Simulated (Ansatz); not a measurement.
# TiSi (model cell, started as zinc blende): following an unstable mode, part 3 of 3

Wanted: the energy along a soft mode of TiSi (model cell, started as zinc blende) and the structure at the end.

Ansatz 0.2.0; DFT PBEsol, scalar-relativistic, plane waves, PAW.

So far. Step 5 (Energy along the mode, all amplitudes (two of the runs …): The energy still falls at the last step, so the rise lies beyond the steps tried. Step 7 (The new phase in its own primitive cell): The largest force component left is 0.81 meV/Å and the pressure is 0.006 GPa, within the tolerances set. The cell now holds 16.46 Å³/atom. The relaxed cell has a = 5.004, c = 10.519 Å (conventional setting).

The structure was built from a prototype and need not be the compound's stable phase.

## (8) Modes of the new phase, k-mesh 10×10×10

A relaxed structure may still be a saddle point, so its zone-centre modes are computed. No field response is asked, since the mesh shows no gap.

input.yaml reads:

```yaml
crystal:
  lattice:
    - [-2.5022017913, 2.5022017913, 5.2593295335]
    - [2.5022017913, -2.5022017913, 5.2593295335]
    - [2.5022017913, 2.5022017913, -5.2593295335]
  atoms:
    - { symbol: Ti, position: [0.1507538156, 0.1507538156, 0.6509872927] }
    - { symbol: Ti, position: [0.4997665229, 0.4997665229, 0.3490127073] }
    - { symbol: Ti, position: [0.5002334771, 0.8492461844, 0.0] }
    - { symbol: Ti, position: [0.8492461844, 0.5002334771, 0.0] }
    - { symbol: Si, position: [0.5, 0.0, 0.5] }
    - { symbol: Si, position: [0.0, 0.5, 0.5] }
    - { symbol: Si, position: [0.889679139, 0.889679139, 0.0] }
    - { symbol: Si, position: [0.110320861, 0.110320861, 0.0] }
kpoints:
  mp_grid: { grid: [10, 10, 10] }
hamiltonian:
  xc: pbesol
scf:
  occupations: { method: gaussian, width: 0.1 }
output:
  eigenvalues: true
phonons:
  method: dfpt
```

Started as:

```sh
ansatz run input.yaml --threads 4 --pin off --max-ram 7168MiB --backend cpu --events-out ev --progress --plain --runs-dir out
```

The log of the run:

```text
[...]
Crystal: 8 atoms, lattice volume = 131.715 Å³
Basis set: ecut = 420 eV, 2565 PW (Γ), exchange–correlation on 90×90×90 points (8 copies of the dense FFT grid, shifted against one another)
Bands: 40, of which v1, the nominal top of the filled ones, is band 32 counted from 1 (31 counted from 0)
Symmetry: 8 space group operations
k-points: 504 of 1000 (irreducible under 1 space group operation, time reversal used)
[...]
SCF iter   1: F=—  HF=-12380.907696 eV  |F-HF|=—  |Δ(HF+E_count)|=         —  Δρ=7.23e-3  dr2=9.69e-2  ethr=1.77e-3  ⟨swp⟩=6.8  Hψ=88586  notcnv=0
[...]
SCF iter  11: F=-12380.883016 eV  HF=-12380.883016 eV  |F-HF|=3.64e-12  |Δ(HF+E_count)|=  7.28e-12  Δρ=2.14e-8  dr2=4.81e-13  ethr=1.00e-12  ⟨swp⟩=10.6  Hψ=89505  notcnv=0
SCF 1 converged in 11 iterations: F = -12380.883016 eV  dr2 = 4.81e-13
[...]
DFPT response loops at Γ: preconditioner auto → Kerker (q_TF=auto, 2.419 Å⁻¹) (partly filled bands, converged f_vac=0.000); β = 1.00, the filter's whole step (`scf.mixing.beta` (0.50) is not read by the response loops under this deck's `scf.mixing.preconditioner`; to damp them name `kerker` or `kerker_dos`, under which they read `scf.mixing.beta`, and type it under 1.00, their step now; both keys bind the ground state too); Broyden in place of MSR1
SCF converged after 11 iterations
Free energy (F): -12380.883016 eV
[...]
Internal energy: -12380.853894 eV  (E = F + TS)
E sigma→0 (E₀):  -12380.868455 eV
Entropy (-TS):   -0.029123 eV (-3.640 meV/atom)
Fermi energy:    11.047651 eV
[...]
--- Band table (eV; the first three rows and the last of 504) ---
  k-point 0: bands = [... 28 lower, 10.4454, 10.4707, 10.8829, 11.1457, 11.1907, 11.1907, 11.2172, 11.4817, ... 4 higher]
  k-point 1: bands = [... 28 lower, 10.4558, 10.4621, 10.7712, 11.1126, 11.1465, 11.3457, 11.3975, 11.6972, ... 4 higher]
  k-point 2: bands = [... 28 lower, 10.1201, 10.5407, 10.6696, 11.0705, 11.2754, 11.3403, 11.6406, 12.0649, ... 4 higher]
  k-point 503: bands = [... 28 lower, 10.1696, 10.1696, 10.7216, 10.7340, 11.3152, 11.7105, 11.7105, 12.8961, ... 4 higher]
--- Phonons (Γ-DFPT): 7 representative perturbations + reference, on 504 of 1000 k-points (Σ response iterations 21) ---
  k mesh reduced under 1 symmetry operation, with k and −k counted as one. Each operation leaves every solved perturbation unchanged. A smaller set is not used because it would not reduce the number of displacements times k-points to solve
  ASR residual: 4.981e-5 → 0.000e0 eV/Å²; symmetrization residual: 9.628e-6 eV/Å²
  ASR residual per site (eV/Å²): 4.98e-5 4.98e-5 4.98e-5 4.98e-5 4.14e-5 4.14e-5 3.64e-5 3.64e-5
  Γ frequencies (cm⁻¹): -120.16 -105.43 -105.43 0.00 0.00 0.00 71.59 71.59 133.96 149.50 149.50 174.17 200.64 200.64 226.25 274.08 284.97 294.79 294.79 357.89 387.52 425.78 425.78 472.87
  non-analytic LO–TO correction: not included (Born effective charges unavailable; polar crystals: no LO–TO splitting at Γ)
```

The job ended after 12 min (4 threads of Arm Neoverse V2, shared host; peak memory 3.8 GiB; 46 min of CPU time).

Read from the output:

| Property | Result |
| --- | --- |
| sum-rule residual before enforcement | 4.98e-5 eV/Å² |
| point group | -42m |
| highest optical mode at the zone centre (no LO-TO term) | 472.9 cm⁻¹ |
| lowest optical zone-centre mode | -120.2 cm⁻¹ |

Without the LO-TO term. Patterns of degenerate modes are one choice out of their space. The modes at Γ (shares of kinetic energy by element, %) (negative means imaginary):

```tsv
mode	frequency (cm⁻¹)	symmetry	Ti %	Si %
1	-120.2	A2	79	21
2	-105.4	E	26	74
3	-105.4	E	26	74
4	0.0	acoustic	63	37
5	0.0	acoustic	63	37
6	0.0	acoustic	63	37
7	71.6	E	75	25
8	71.6	E	75	25
9	134.0	B1	100	0
10	149.5	E	41	59
11	149.5	E	41	59
12	174.2	A1	97	3
13	200.6	E	43	57
14	200.6	E	43	57
15	226.2	B2	23	77
16	274.1	B2	43	57
17	285.0	A2	21	79
18	294.8	E	24	76
19	294.8	E	24	76
20	357.9	A1	98	2
21	387.5	B2	71	29
22	425.8	E	29	71
23	425.8	E	29	71
24	472.9	A1	5	95
```

Displacements in mode 1 (-120.2 cm⁻¹), the largest set to 1:
```
Ti1 -0.74  0.74  0.00
Ti2  0.74 -0.74  0.00
Ti3 -0.74 -0.74  0.00
Ti4  0.74  0.74  0.00
Si5  0.00  0.00  1.00
Si6  0.00  0.00 -1.00
Si7  0.00  0.00  0.00
Si8  0.00  0.00  0.00
```

Displacements in mode 13 (200.6 cm⁻¹), the largest set to 1:
```
Ti1 -0.45  0.49 -0.08
Ti2 -0.45  0.49  0.08
Ti3  0.05 -0.20 -0.53
Ti4  0.05 -0.20  0.53
Si5  0.60 -0.73  0.00
Si6  1.00 -0.44  0.00
Si7 -0.62  0.77  0.00
Si8  0.37 -0.59  0.00
```

Before it was imposed, the acoustic sum rule was missed by 5.0e-5 eV/Å². Small misses are needed for a sound result but don't prove that mesh and cutoff are converged. The lowest optical mode is imaginary, 120.2i cm⁻¹, so the energy falls along it.

## (9) The phases reached

The phases reached along the modes that were followed are set side by side.

Energies are those of the first relaxation, on the mesh of the frozen mode; space group, volume and gap are those of the last relaxation. Phases, by row:

```tsv
mode frozen in	space group	energy from parent (meV/atom)	volume (Å³/atom)	gap on mesh (eV)	lowest zone-centre optical mode (cm⁻¹)	largest shift (Å)
parent	F-43m	0	23.4	0.042	–	–
q = (0.25, -0.5, -0.25), 101i cm⁻¹	I-42m	-543.9	16.96	0	-167.7	1.569
q = (0.25, -0.5, -0.25), 96i cm⁻¹	I-42m	-589.5	16.46	0	-120.2	1.469
```

## (10) Results

```
unstable mode of the parent                                                      : q = (0.25, -0.5, -0.25), 96i cm⁻¹
depth at the lowest point sampled                                                : 70.1 meV/atom
largest atomic shift at that point                                               : 0.6 Å
space group reached                                                              : I-42m
energy gained over the parent (first relaxation, on the mesh of the frozen mode) : 590 meV/atom
volume per atom, phase reached                                                   : 16.5 Å³
lowest optical zone-centre mode, phase reached                                   : -120 cm⁻¹
highest optical mode at the zone centre (no LO-TO term), phase reached           : 473 cm⁻¹
```

In words: Along this mode the structure falls into I-42m, 590 meV/atom below the parent. At the parent's cell the well is 70.07 meV/atom deep on the steps tried, with its lowest point at a shift of 0.6 Å. That is the last step tried, so the steps alone don't bracket the bottom of the well. Relaxing atoms and cell changes the gain by +519.47 meV/atom against the lowest step (energies at zero smearing). Most of the total comes from this relaxation. The new phase still has an imaginary mode at the zone centre of its cell, so it is a saddle point on the way to a lower structure. Of the 2 patterns followed from this parent, this one reaches the lowest energy. Each path keeps the symmetry of its pattern, so a lower phase may lie along a pattern not tried. With no gap, or one that is small against the smearing, the frequencies hang on the k mesh and the smearing, most of all near Kohn anomalies. The program warns that the interpolation holds no quadrupole term, so branches close to Γ can be off in this crystal. The volume moved by more than a tenth on the k mesh of the start, so the energy gain is rough. A phonon run warned that its eigensolver left some bands unconverged in a pass. The starting cell was built on a prototype and not taken from a measurement, so the phase need not exist.

[Long decimals in the printed logs are rounded to 6 places.]

[Logs are printed without paths, hosts, clocks, repeated set-up lines and the standing remarks that a program may print on its own settings, such as how far it seeks lower states.]

[Hosts, paths, dates, database ids (printed as entryN), source tags and the programs' standing remarks are cut or masked in the printed files.]

[Where the starting crystal was built by hand or by swapping elements, it need not be the compound's stable phase.]
